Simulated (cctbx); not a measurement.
# Diagnosing a refinement

Cell a = 9.3440 Å, b = 9.3440 Å, c = 4.7020 Å, α = 90.00°, β = 90.00°, γ = 120.00°; space group P-62m (no. 189). The compound is Cs3Dy3Pd2Rh.

The data are simulated with cctbx, not measured: Mo Kα, λ = 0.71073 Å, to d = 0.77 Å, 95 % of the full sphere, strongest reflection 5000 counts, noise from counting, a 2 % proportional error and a noise floor of 4 counts (s.d.); no absorption, and some extinction, which the refinements don't model.

An anisotropic refinement with weights 1/σ² prints:

```text
Rint 0.030, 46 unique reflections to 1.62 A
cycle     R1     wR2    GooF  max shift (A)
   1  0.0123  0.0249   1.568   0.00273
   2  0.0107  0.0213   1.343   0.00000
final R1 0.0107 wR2 0.0213 GooF 1.343  parameters 12  data/parameter 3.8
atom        x        y        z      Ueq    occ   su(xyz)  su(Uiso or U11)
Dy1    0.00000  0.58650  0.50000   0.0023  1.000  0.00029  0.0018
Cs1    0.00000  0.24766  0.00000   0.0038  1.000  0.00029  0.0033
Pd1    0.66667  0.33333  0.00000   0.0029  1.000  0.00000  0.0021  NPD
Rh1    0.00000  0.00000  0.50000   0.0035  1.000  0.00000  0.0032
difference map: max 0.22 min -0.37 rms 0.11
Q1    0.0000  0.5455  0.0000    3    0.22  2.38 A from Dy1
Q2    0.0000  0.8540  0.2663    6    0.20  1.75 A from Rh1
Q3    0.0901  0.6288  0.1946   12    0.12  1.61 A from Dy1
Q4    0.1908  0.4844  0.2636   12    0.12  1.99 A from Pd1
Q5    0.0417  0.6667  0.2500   12    0.11  1.34 A from Dy1
Q6    0.3333  0.6667  0.0000    2    0.11  0.00 A from Pd1
```

**Question.** Can this result stand? If not, what is the likely fault?

Mend it. The fault: data cut at low resolution. Against the right model at the same level, R1 goes from 0.0114 to 0.0107 and GooF from 1.07 to 1.34 and Pd1 goes non-positive-definite. The atoms are right, but there are too few data for the parameters: R1 flatters and the s.u.s grow. Data per parameter fall from 28 to 3.8.

The compound is Cs3Dy3Pd2Rh. The right model at the same level gives:

```text
Rint 0.045, 336 unique reflections to 0.77 A
cycle     R1     wR2    GooF  max shift (A)
   1  0.0138  0.0308   1.334   0.00028
   2  0.0114  0.0248   1.071   0.00000
final R1 0.0114 wR2 0.0248 GooF 1.071  parameters 12  data/parameter 28.0
atom        x        y        z      Ueq    occ   su(xyz)  su(Uiso or U11)
Dy1    0.00000  0.58620  0.50000   0.0042  1.000  0.00005  0.0002
Cs1    0.00000  0.24783  0.00000   0.0054  1.000  0.00005  0.0002
Pd1    0.66667  0.33333  0.00000   0.0039  1.000  0.00000  0.0002
Rh1    0.00000  0.00000  0.50000   0.0044  1.000  0.00000  0.0003
Flack x: -0.011(18)
Hooft y: -0.006(15)  Bijvoet pairs: 139
difference map: max 0.58 min -1.31 rms 0.18
Q1    0.0622  0.6056  0.0000    6    0.59  2.30 A from Pd1
Q2    0.0000  0.8214  0.1297    6    0.58  2.16 A from Cs1
Q3    0.1584  0.5143  0.3190   12    0.56  2.09 A from Dy1
Q4    0.3333  0.6667  0.2906    4    0.53  1.37 A from Pd1
Q5    0.1403  0.6448  0.3280   12    0.50  1.40 A from Dy1
Q6    0.0000  0.4172  0.0000    3    0.49  1.58 A from Cs1
```

The model is made up (kin elements in a known structure type, no relaxation), so it says nothing on whether the phase exists.

[Middle refinement cycles are left out of these outputs.]

[Logs are printed without paths, hosts, clocks, repeated set-up lines and the standing remarks that a program may print on its own settings, such as how far it seeks lower states.]
